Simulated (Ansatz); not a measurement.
# K on Ta(110): change of the work function

How does one ordered layer of K (hollow site) change the work function of Ta(110), and what dipole does each adsorbate carry?

Method: plane-wave DFT, PBE, Ansatz PAW, in Ansatz 0.2.0.

## (1) Starting point

The cell holds 4 atoms: 4 Ta. Its edges and angles: a = 2.867 Å, b = 2.867 Å, c = 25.022 Å, α = 90.0°, β = 90.0°, γ = 70.5°. Vacuum lies along c.

## (2) The clean slab

The bare slab comes first, as the zero from which every change is counted. The two lowest layers are held at bulk places and the upper ones relax. The dipole correction removes the false field that a one-sided slab makes across the periodic vacuum, so each face gets a flat vacuum level of its own.

File input.yaml:

```yaml
crystal:
  lattice:
    - [2.3405234457, -1.655, 0.0]
    - [2.3405234457, 1.655, 0.0]
    - [0.0, 0.0, 25.0215703372]
  atoms:
    - { symbol: Ta, position: [0.0, 0.0, 0.3596896549] }
    - { symbol: Ta, position: [0.5, 0.5, 0.453229885] }
    - { symbol: Ta, position: [0.0, 0.0, 0.546770115] }
    - { symbol: Ta, position: [0.5, 0.5, 0.6403103451] }
kpoints:
  mp_grid: { grid: [12, 12, 1] }
hamiltonian:
  xc: pbe
scf:
  occupations: { method: fermi_dirac, width: 0.1 }
  convergence: { dr2_threshold: 1.0e-08 }
efield:
  axis: 3
  dipole_correction: true
  ramp_position: 0.97
  ramp_width: 0.06
relax:
  f_tol: 0.02
  max_steps: 60
  constraints: [{ sites: [0, 1] }]
output:
  write_potential: true
  write_density: true
  volumetric_format: npy
```

Launch:

```bash
ansatz run input.yaml --threads 4 --pin off --max-ram 6144MiB --backend cpu --events-out ev --progress --plain --runs-dir out
```

Output:

```text
Engine: ansatz 0.2.0, aarch64-unknown-linux-gnu
Pseudopotentials: kind: paw
Pseudopotential: Ta, paw, valence charge 13, recommended cutoff 420 eV (normal), Ta.paw.azcp
Functional definition: PBE
  parameter kappa = 0.804
  parameter beta = 0.066725
  exchange = pbe_x(kappa = kappa, mu = beta*pi^2/3)
  correlation = pbe_c(beta = beta)
Crystal: 4 atoms, lattice volume = 193.845 Å³
Basis set: ecut = 420 eV, 3793 PW (Γ), exchange–correlation on 40×40×360 points (8 copies of the dense FFT grid, shifted against one another)
Bands: 32, of which v1, the nominal top of the filled ones, is band 26 counted from 1 (25 counted from 0)
Symmetry: 4 space group operations
k-points: 43 of 144
Non-local potential: Ta, projectors of the file, l = 0: 3, l = 1: 2, l = 2: 2, l = 3: 1
PAW form: soft (Blöchl's): semilocal exchange-correlation on the pseudo side does not see the compensation charge
PAW one-centre angular grid: Ta, 590 points (default); XC on 64 Gauss nodes
Initial density: superposition of atomic densities (neutral atoms: chi_scale 0, normalization atom), corrected by the library's trained network
Initial wavefunctions: pseudopotential atomic-orbital guess
Functional: x = pbe(κ = 0.804, μ = 0.219515), c = pbe(β = 0.066725)
SCF iter   1: F=—  HF=-39726.805781 eV  |F-HF|=—  |Δ(HF+E_count)|=         —  Δρ=5.76e-3  dr2=1.31e0  ethr=1.77e-3  p=0.000 e·Å  D=2.87e-15 V/Å  ΔV_dip=-0.00 eV  dr2_dipole=3.97e-7  V_vac-E_F(+/−)=4.99/4.99 eV  ⟨swp⟩=7.2  Hψ=6700  notcnv=0
efield: sawtooth ramp at fractional position 0.9700 (set: `efield.ramp_position`, or a place that a band, a saddle search or an elastic batch's reference lends), width 0.0600; the density the first Hamiltonian is built on has a dipole p = 0.000 e·Å; the dipole correction subtracts the counter field D = 2.87e-15 V/Å, which shifts the + side's vacuum level by -0.00 eV against the − side's; the planar-averaged density in the ramp window peaks in size at 1.7e-5 e/Å³
preconditioner: auto → LDOS  [metal: Δε(μ)=0.027 eV  Ē_g=3.845 eV  σ=0.100 eV  W_gap=0.07  n_scr=16 (ndim 8)  ℏωp=11.9 eV  f_vac=0.544  D(μ)=5.69/eV (n_scr^D=18)  β→1.0]
SCF iter   2: F=—  HF=-39726.762829 eV  |F-HF|=—  |Δ(HF+E_count)|=   4.30e-2  Δρ=1.63e-3  dr2=8.36e-3  ethr=1.77e-3  p=0.000 e·Å  D=1.67e-5 V/Å  ΔV_dip=-0.00 eV  dr2_dipole=3.15e-7  V_vac-E_F(+/−)=4.81/4.81 eV  ⟨swp⟩=1.4  Hψ=1741  notcnv=0
SCF iter   3: F=—  HF=-39726.763830 eV  |F-HF|=—  |Δ(HF+E_count)|=   1.00e-3  Δρ=5.10e-4  dr2=2.77e-3  ethr=1.61e-5  p=0.000 e·Å  D=3.06e-6 V/Å  ΔV_dip=-0.00 eV  dr2_dipole=3.35e-9  V_vac-E_F(+/−)=4.83/4.83 eV  ⟨swp⟩=2.9  Hψ=2823  notcnv=0
SCF iter   4: F=—  HF=-39726.763797 eV  |F-HF|=—  |Δ(HF+E_count)|=   3.32e-5  Δρ=1.73e-4  dr2=1.10e-4  ethr=5.34e-6  p=0.000 e·Å  D=2.16e-6 V/Å  ΔV_dip=-0.00 eV  dr2_dipole=4.75e-12  V_vac-E_F(+/−)=4.82/4.82 eV  ⟨swp⟩=2.3  Hψ=2226  notcnv=0
SCF iter   5: F=—  HF=-39726.763802 eV  |F-HF|=—  |Δ(HF+E_count)|=   5.00e-6  Δρ=5.33e-5  dr2=4.45e-6  ethr=2.12e-7  p=0.000 e·Å  D=1.34e-6 V/Å  ΔV_dip=-0.00 eV  dr2_dipole=4.23e-11  V_vac-E_F(+/−)=4.81/4.81 eV  ⟨swp⟩=2.5  Hψ=2216  notcnv=0
SCF iter   6: F=—  HF=-39726.763676 eV  |F-HF|=—  |Δ(HF+E_count)|=   1.25e-4  Δρ=2.05e-5  dr2=1.62e-6  ethr=8.57e-9  p=0.000 e·Å  D=6.97e-7 V/Å  ΔV_dip=-0.00 eV  dr2_dipole=2.92e-13  V_vac-E_F(+/−)=4.81/4.81 eV  ⟨swp⟩=2.7  Hψ=2519  notcnv=0
SCF iter   7: F=—  HF=-39726.763677 eV  |F-HF|=—  |Δ(HF+E_count)|=   4.16e-7  Δρ=5.04e-6  dr2=4.42e-8  ethr=3.12e-9  p=0.000 e·Å  D=3.02e-7 V/Å  ΔV_dip=-0.00 eV  dr2_dipole=1.73e-12  V_vac-E_F(+/−)=4.81/4.81 eV  ⟨swp⟩=2.7  Hψ=2586  notcnv=0
SCF iter   8: F=-39726.763677 eV  HF=-39726.763677 eV  |F-HF|=1.95e-8  |Δ(HF+E_count)|=   7.49e-8  Δρ=1.58e-6  dr2=3.85e-9  ethr=1.92e-11  p=0.000 e·Å  D=1.31e-7 V/Å  ΔV_dip=-0.00 eV  dr2_dipole=1.82e-13  V_vac-E_F(+/−)=4.81/4.81 eV  ⟨swp⟩=10.9  Hψ=10415  notcnv=0
SCF 1 converged in 8 iterations: F = -39726.763677 eV  dr2 = 3.85e-9
  greatest PAW one-centre occupation: 0.999 electrons in one spin orbital (limit 2), on the Ta atom at site 0 (counted from 0), in its partial waves of l = 0
relax step   1: F+E_penalty+E_count = -39726.76367691 eV  Δ(F+E_penalty+E_count) = +0.000e0 eV  max|allowed force component| = 4.148e-1 eV/Å  Δτ_max = 0.0000 Å  (8 SCF iters, accepted)
Initial density: handed on by an earlier stage of this run
Initial wavefunctions: those handed on with the density
iter 1 solved again at ethr=2.39e-3 eV; its pass at ethr=3.10e-3 eV (dr2=1.24e0 eV) is discarded
SCF iter   1: F=—  HF=-39726.839725 eV  |F-HF|=—  |Δ(HF+E_count)|=         —  Δρ=9.90e-3  dr2=1.15e0  ethr=2.39e-3  p=0.000 e·Å  D=1.07e-6 V/Å  ΔV_dip=-0.00 eV  dr2_dipole=5.18e-3  V_vac-E_F(+/−)=4.85/4.85 eV  ⟨swp⟩=1.1  Hψ=5524  notcnv=0
efield: sawtooth ramp at fractional position 0.9700 (set: `efield.ramp_position`, or a place that a band, a saddle search or an elastic batch's reference lends), width 0.0600; the density the first Hamiltonian is built on has a dipole p = 0.000 e·Å; the dipole correction subtracts the counter field D = 1.07e-6 V/Å, which shifts the + side's vacuum level by -0.00 eV against the − side's; the planar-averaged density in the ramp window peaks in size at 9.3e-6 e/Å³
preconditioner: auto → LDOS  [metal: Δε(μ)=0.002 eV  Ē_g=3.957 eV  σ=0.100 eV  W_gap=0.00  n_scr=16 (ndim 8)  ℏωp=11.9 eV  f_vac=0.555  D(μ)=5.52/eV (n_scr^D=18)  β→1.0]
SCF iter   2: F=—  HF=-39726.769057 eV  |F-HF|=—  |Δ(HF+E_count)|=   7.07e-2  Δρ=5.59e-3  dr2=2.66e-1  ethr=2.21e-3  p=0.012 e·Å  D=1.12e-2 V/Å  ΔV_dip=-0.28 eV  dr2_dipole=6.71e-3  V_vac-E_F(+/−)=4.53/4.81 eV  ⟨swp⟩=3.0  Hψ=2184  notcnv=0
SCF iter   3: F=—  HF=-39726.745759 eV  |F-HF|=—  |Δ(HF+E_count)|=   2.33e-2  Δρ=1.82e-3  dr2=2.99e-2  ethr=5.11e-4  p=0.006 e·Å  D=5.53e-3 V/Å  ΔV_dip=-0.14 eV  dr2_dipole=1.11e-3  V_vac-E_F(+/−)=4.69/4.83 eV  ⟨swp⟩=3.1  Hψ=2953  notcnv=0
SCF iter   4: F=—  HF=-39726.742032 eV  |F-HF|=—  |Δ(HF+E_count)|=   3.73e-3  Δρ=4.37e-4  dr2=8.85e-4  ethr=5.74e-5  p=0.006 e·Å  D=5.97e-3 V/Å  ΔV_dip=-0.15 eV  dr2_dipole=2.49e-5  V_vac-E_F(+/−)=4.67/4.82 eV  ⟨swp⟩=2.3  Hψ=2120  notcnv=0
SCF iter   5: F=—  HF=-39726.742227 eV  |F-HF|=—  |Δ(HF+E_count)|=   1.95e-4  Δρ=1.46e-4  dr2=1.02e-4  ethr=1.70e-6  p=0.006 e·Å  D=5.82e-3 V/Å  ΔV_dip=-0.15 eV  dr2_dipole=1.05e-5  V_vac-E_F(+/−)=4.68/4.82 eV  ⟨swp⟩=2.2  Hψ=2050  notcnv=0
SCF iter   6: F=—  HF=-39726.742256 eV  |F-HF|=—  |Δ(HF+E_count)|=   2.93e-5  Δρ=4.66e-5  dr2=2.46e-5  ethr=1.96e-7  p=0.006 e·Å  D=5.53e-3 V/Å  ΔV_dip=-0.14 eV  dr2_dipole=6.35e-6  V_vac-E_F(+/−)=4.68/4.82 eV  ⟨swp⟩=2.4  Hψ=2107  notcnv=0
SCF iter   7: F=—  HF=-39726.742246 eV  |F-HF|=—  |Δ(HF+E_count)|=   1.02e-5  Δρ=1.66e-5  dr2=2.34e-6  ethr=4.72e-8  p=0.006 e·Å  D=5.42e-3 V/Å  ΔV_dip=-0.14 eV  dr2_dipole=1.74e-8  V_vac-E_F(+/−)=4.69/4.82 eV  ⟨swp⟩=2.3  Hψ=1764  notcnv=0
SCF iter   8: F=—  HF=-39726.742124 eV  |F-HF|=—  |Δ(HF+E_count)|=   1.22e-4  Δρ=4.53e-6  dr2=6.34e-8  ethr=4.51e-9  p=0.006 e·Å  D=5.34e-3 V/Å  ΔV_dip=-0.13 eV  dr2_dipole=2.64e-9  V_vac-E_F(+/−)=4.69/4.82 eV  ⟨swp⟩=2.0  Hψ=1815  notcnv=0
SCF iter   9: F=—  HF=-39726.742124 eV  |F-HF|=—  |Δ(HF+E_count)|=   6.07e-8  Δρ=1.58e-6  dr2=1.93e-8  ethr=1.92e-11  p=0.006 e·Å  D=5.32e-3 V/Å  ΔV_dip=-0.13 eV  dr2_dipole=5.06e-9  V_vac-E_F(+/−)=4.69/4.82 eV  ⟨swp⟩=11.3  Hψ=10973  notcnv=0
SCF iter  10: F=-39726.742124 eV  HF=-39726.742124 eV  |F-HF|=1.79e-9  |Δ(HF+E_count)|=   1.34e-8  Δρ=5.81e-7  dr2=1.34e-9  ethr=1.92e-11  p=0.006 e·Å  D=5.31e-3 V/Å  ΔV_dip=-0.13 eV  dr2_dipole=4.40e-10  V_vac-E_F(+/−)=4.69/4.82 eV  ⟨swp⟩=10.0  Hψ=9405  notcnv=0
SCF 2 converged in 10 iterations: F = -39726.742124 eV  dr2 = 1.34e-9
  greatest PAW one-centre occupation: 1.000 electrons in one spin orbital (limit 2), on the Ta atom at site 3 (counted from 0), in its partial waves of l = 0
relax step   2: F+E_penalty+E_count = -39726.74212442 eV  Δ(F+E_penalty+E_count) = +2.155e-2 eV  max|allowed force component| = 7.793e-1 eV/Å  Δτ_max = 0.1926 Å  (10 SCF iters, rejected (line search))
iter 1 solved again at ethr=8.38e-4 eV; its pass at ethr=3.10e-3 eV (dr2=4.36e-1 eV) is discarded
SCF iter   1: F=—  HF=-39726.815846 eV  |F-HF|=—  |Δ(HF+E_count)|=         —  Δρ=5.63e-3  dr2=4.24e-1  ethr=8.38e-4  p=0.006 e·Å  D=5.31e-3 V/Å  ΔV_dip=-0.13 eV  dr2_dipole=4.73e-3  V_vac-E_F(+/−)=4.67/4.80 eV  ⟨swp⟩=1.2  Hψ=4821  notcnv=0
efield: sawtooth ramp at fractional position 0.9700 (set: `efield.ramp_position`, or a place that a band, a saddle search or an elastic batch's reference lends), width 0.0600; the density the first Hamiltonian is built on has a dipole p = 0.006 e·Å; the dipole correction subtracts the counter field D = 5.31e-3 V/Å, which shifts the + side's vacuum level by -0.13 eV against the − side's; the planar-averaged density in the ramp window peaks in size at 5.6e-6 e/Å³
preconditioner: auto → LDOS  [metal: Δε(μ)=0.011 eV  Ē_g=3.847 eV  σ=0.100 eV  W_gap=0.03  n_scr=16 (ndim 8)  ℏωp=11.9 eV  f_vac=0.548  D(μ)=5.97/eV (n_scr^D=30)  β→1.0]
SCF iter   2: F=—  HF=-39726.790129 eV  |F-HF|=—  |Δ(HF+E_count)|=   2.57e-2  Δρ=3.00e-3  dr2=5.27e-2  ethr=8.15e-4  p=-0.002 e·Å  D=-1.66e-3 V/Å  ΔV_dip=0.04 eV  dr2_dipole=2.68e-3  V_vac-E_F(+/−)=4.86/4.82 eV  ⟨swp⟩=2.7  Hψ=2118  notcnv=0
SCF iter   3: F=—  HF=-39726.784849 eV  |F-HF|=—  |Δ(HF+E_count)|=   5.28e-3  Δρ=1.14e-3  dr2=1.41e-2  ethr=1.01e-4  p=0.002 e·Å  D=2.13e-3 V/Å  ΔV_dip=-0.05 eV  dr2_dipole=1.26e-3  V_vac-E_F(+/−)=4.77/4.82 eV  ⟨swp⟩=2.8  Hψ=2591  notcnv=0
SCF iter   4: F=—  HF=-39726.783334 eV  |F-HF|=—  |Δ(HF+E_count)|=   1.52e-3  Δρ=3.41e-4  dr2=1.45e-3  ethr=2.72e-5  p=0.002 e·Å  D=1.77e-3 V/Å  ΔV_dip=-0.04 eV  dr2_dipole=2.49e-4  V_vac-E_F(+/−)=4.77/4.82 eV  ⟨swp⟩=2.0  Hψ=1772  notcnv=0
SCF iter   5: F=—  HF=-39726.783268 eV  |F-HF|=—  |Δ(HF+E_count)|=   6.56e-5  Δρ=1.01e-4  dr2=7.32e-5  ethr=2.78e-6  p=0.002 e·Å  D=1.73e-3 V/Å  ΔV_dip=-0.04 eV  dr2_dipole=4.36e-6  V_vac-E_F(+/−)=4.77/4.82 eV  ⟨swp⟩=2.1  Hψ=1774  notcnv=0
SCF iter   6: F=—  HF=-39726.783249 eV  |F-HF|=—  |Δ(HF+E_count)|=   1.90e-5  Δρ=2.91e-5  dr2=2.16e-6  ethr=1.41e-7  p=0.002 e·Å  D=1.85e-3 V/Å  ΔV_dip=-0.05 eV  dr2_dipole=9.87e-8  V_vac-E_F(+/−)=4.77/4.82 eV  ⟨swp⟩=2.8  Hψ=2503  notcnv=0
SCF iter   7: F=—  HF=-39726.783127 eV  |F-HF|=—  |Δ(HF+E_count)|=   1.22e-4  Δρ=1.01e-5  dr2=3.48e-7  ethr=4.15e-9  p=0.002 e·Å  D=1.92e-3 V/Å  ΔV_dip=-0.05 eV  dr2_dipole=1.11e-8  V_vac-E_F(+/−)=4.77/4.82 eV  ⟨swp⟩=2.3  Hψ=2301  notcnv=0
SCF iter   8: F=—  HF=-39726.783127 eV  |F-HF|=—  |Δ(HF+E_count)|=   2.34e-7  Δρ=2.98e-6  dr2=4.09e-8  ethr=6.70e-10  p=0.002 e·Å  D=1.98e-3 V/Å  ΔV_dip=-0.05 eV  dr2_dipole=1.09e-10  V_vac-E_F(+/−)=4.77/4.82 eV  ⟨swp⟩=2.3  Hψ=2073  notcnv=0
SCF iter   9: F=-39726.783127 eV  HF=-39726.783127 eV  |F-HF|=3.39e-9  |Δ(HF+E_count)|=   3.83e-8  Δρ=1.03e-6  dr2=5.51e-9  ethr=1.92e-11  p=0.002 e·Å  D=1.99e-3 V/Å  ΔV_dip=-0.05 eV  dr2_dipole=6.10e-10  V_vac-E_F(+/−)=4.77/4.82 eV  ⟨swp⟩=10.8  Hψ=10464  notcnv=0
SCF 3 converged in 9 iterations: F = -39726.783127 eV  dr2 = 5.51e-9
relax step   3: F+E_penalty+E_count = -39726.78312741 eV  Δ(F+E_penalty+E_count) = -1.945e-2 eV  max|allowed force component| = 1.779e-2 eV/Å  Δτ_max = 0.0888 Å  (9 SCF iters, accepted)
NSCF: frozen V_eff on 43 k-points
the band table was solved once a step of the walk had ended and its energy, with any forces and stress, was formed, with the checks that follow a solve (7258 applications of the Hamiltonian). They found nothing against the state; the energy, forces and stress were not computed again (output.eigenvalues in the input reference)
WARN: The output density's exchange-correlation potential varies sharply where the density is thin. Do not read a vacuum level from v_tot or v_xc, or from such a field of the output density. On a cell that repeats whose density bears no net charge and no dipole along the vacuum's axis use v_es (v_loc + v_h of the components); under efield.dipole_correction with no amplitude use v_es + v_field, which holds any externa [...]
SCF converged after 9 iterations
Free energy (F): -39726.783127 eV
Harris-Foulkes:  -39726.783127 eV  (|F-HF|=3.39e-9)
Internal energy: -39726.594280 eV  (E = F + TS)
E sigma→0 (E₀):  -39726.688704 eV
Entropy (-TS):   -0.188848 eV (-47.212 meV/atom)
Fermi energy:    4.106388 eV
Dipole field:    D = 0.002028 V/Å  (p = 0.002172 e·Å, saw-weighted, corrected)
Work function:   Φ+ = 4.7668 eV   Φ− = 4.8176 eV
Levels:          The Fermi level and band energies are counted from a zero that moves with the ramp; work functions are not
--- Per-component energies (eV) ---
  E_band       = -1175.816873
  E_kinetic    = 1457.922004
  E_local      = -55624.545187  (includes V_loc(G=0)·N_el)
  E_nonlocal   = 59.651063
  E_hartree    = 27096.646443
  E_xc         = -870.143284
  E_vxc        = -811.251716  (∫ρ·V_xc dr)
  E_paw        = -33585.914433  (= ΣΔE_a)
  E_vpaw       = -450.895849  (= ΣTr[D̂ρ^β])
  E_aug_tail   = 0.000571  (compensation charges beyond the density's cutoff)
  E_efield     = 0.000002  (sawtooth field / dipole correction)
  E_vefield    = 0.002282  (∫n·V_field dr)
  E_ewald      = 21739.788541
  E_smearing   = -0.188848  (= −TS)
  E_closure    = -0.000000  (closes the sum)
  Σ components = -39726.783127   (vs F -39726.783127, Δ=0.00e0)
--- Forces (eV/Å), atoms counted from 1 ---
  atom   1  Ta     0.00000000     0.00000000     0.43128867
  atom   2  Ta     0.00000000     0.00000000    -0.43322402
  atom   3  Ta     0.00000000     0.00000000    -0.01585177
  atom   4  Ta     0.00000000     0.00000000     0.01778526
  max |Σ_I F_I| component: 1.87e-6 eV/Å
--- Band table (eV; the first three rows and the last of 43) ---
  k-point 0: bands = [... 22 lower, 3.5859, 3.8018, 3.9092, 4.4738, 4.5203, 4.6621, 5.1191, 5.3470, ... 2 higher]
  k-point 1: bands = [... 22 lower, 3.5025, 3.7840, 3.9078, 4.2606, 4.4534, 4.7338, 5.0508, 5.2065, ... 2 higher]
  k-point 2: bands = [... 22 lower, 3.3305, 3.6231, 3.8165, 3.9022, 4.1304, 4.4107, 5.2264, 5.4658, ... 2 higher]
  k-point 42: bands = [... 22 lower, 2.9030, 3.3565, 4.2352, 5.6752, 5.9858, 6.4812, 6.5254, 6.5718, ... 2 higher]
--- Relaxed structure (3 steps of the walk, 2 accepted, 0 SCFs on fresh bases) ---
  F+E_penalty+E_count = -39726.78312741 eV   max|allowed force component| = 1.779e-2 eV/Å
  atoms:
    - { symbol: Ta, position: [0.0, 0.0, 0.3596896549] }
    - { symbol: Ta, position: [0.5, 0.5, 0.453230] }
    - { symbol: Ta, position: [0.0, 0.0, 0.546866] }
    - { symbol: Ta, position: [0.5, 0.5, 0.636762] }
```

It took 20 s on 4 threads of Arm Neoverse V1, shared host; peak memory 0.57 GiB; 77 s of CPU time.

The column dr2 measures how far the density is from self-consistency, as an energy; F and HF (Harris–Foulkes) agree once it is small.

The steps of the relaxation:

```
step  energy less that of the first step (eV)  largest force component (eV/Å)
   1                                   0.0000                          0.4148
   2                                   0.0216                          0.7793
   3                                  -0.0194                          0.0178
```

Relaxation step 2 was tried and not accepted.

Forces are held to the 4 operations that the program found; a distortion that breaks them can't arise in this run.

The atoms that moved most (Å):

```
atom     dx     dy      dz  length
 Ta4  0.000  0.000  -0.089   0.089
```

Final coordinates:

```cif
data_structure
_symmetry_space_group_name_H-M 'P 1'
_symmetry_Int_Tables_number 1
_cell_length_a 2.8665
_cell_length_b 2.8665
_cell_length_c 25.0216
_cell_angle_alpha 90.000
_cell_angle_beta 90.000
_cell_angle_gamma 70.529
_cell_volume 193.85
loop_
_atom_site_label
_atom_site_type_symbol
_atom_site_fract_x
_atom_site_fract_y
_atom_site_fract_z
_atom_site_occupancy
Ta1 Ta 0.00000 0.00000 0.35969 1
Ta2 Ta 0.50000 0.50000 0.45323 1
Ta3 Ta 0.00000 0.00000 0.54687 1
Ta4 Ta 0.50000 0.50000 0.63676 1
```

Read from the output:

* energy at zero smearing: -39726.6887 eV
* work function, upper face: 4.767 eV
* work function, lower face: 4.818 eV
* dipole along the normal: 0.002172 e·Å
* step between the vacuum levels: -0.05074 eV

Running mean over 2.341 Å of the planar mean; the ramp of the sawtooth is left out. Table of electron's electrostatic potential energy less the Fermi level by z:

```
z (Å)  electron's electrostatic potential energy less the Fermi level (eV)
    4                                                                 4.82
    5                                                                 4.80
    6                                                                 4.62
    7                                                                 2.96
    8                                                                -5.19
    9                                                                -10.1
   10                                                                -10.0
   11                                                                -9.98
   12                                                                -9.96
   13                                                                -9.96
   14                                                                -10.3
   15                                                                -10.9
   16                                                                -10.1
   17                                                                -4.55
   18                                                                 3.18
   19                                                                 4.60
   20                                                                 4.75
   21                                                                 4.77
```

The relaxation took 3 steps and lowered the energy by 0.019 eV; the largest force on the free atoms ends at 0.018 eV/Å.

The work function of the upper face is 4.77 eV.

(Part 1 of 3 ends here.)

[Long decimals in the printed logs are rounded to 6 places.]

[Logs are printed without paths, hosts, clocks, repeated set-up lines and the standing remarks that a program may print on its own settings, such as how far it seeks lower states.]

[Hosts, paths, dates, database ids (printed as entryN), source tags and the programs' standing remarks are cut or masked in the printed files.]

[Maps of the electrostatic potential energy from Ansatz leave out the sawtooth potential of an applied field or a dipole correction, so their vacuum need not be flat; planar profiles and work functions include it.]
